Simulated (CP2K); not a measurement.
The C K edge of 2-borylfuran was computed by TDDFT (CP2K XAS_TDP, aug-cc-pVDZ, TDA) at these levels: PBEh(45%), PBEh(45%) + GW2X and PBEh(60%). The first three lines of C2 (bonded to B, C and O) with a strength over 0.0015, energy in eV and strength:

```
run           first          second           third
  1  287.29 (0.018)  289.59 (0.038)  290.95 (0.023)
  2  286.07 (0.033)  288.47 (0.033)  289.59 (0.056)
  3  281.67 (0.018)  283.98 (0.039)  285.34 (0.023)
```

Q: Which run is which?

Run 1: PBEh(45%) + GW2X (45 % exact exchange). Run 2: PBEh(60%) (60 % exact exchange). Run 3: PBEh(45%) (45 % exact exchange). Self-interaction lifts the core level, so the uncorrected lines rise with the share of exact exchange. The GW2X run keeps the spacings of its parent: 2.30 eV between the first two lines in run 1, 2.31 eV in run 3. Its shift is +5.62 eV, since the Kohn–Sham level at this share of exchange lies that far above the quasiparticle level.

[Banner, clock and machine lines of the logs are left out without a mark of their own.]

[Logs are printed without paths, hosts, clocks, repeated set-up lines and the standing remarks that a program may print on its own settings, such as how far it seeks lower states.]

[Hosts, paths, dates, database ids (printed as entryN), source tags and the programs' standing remarks are cut or masked in the printed files.]
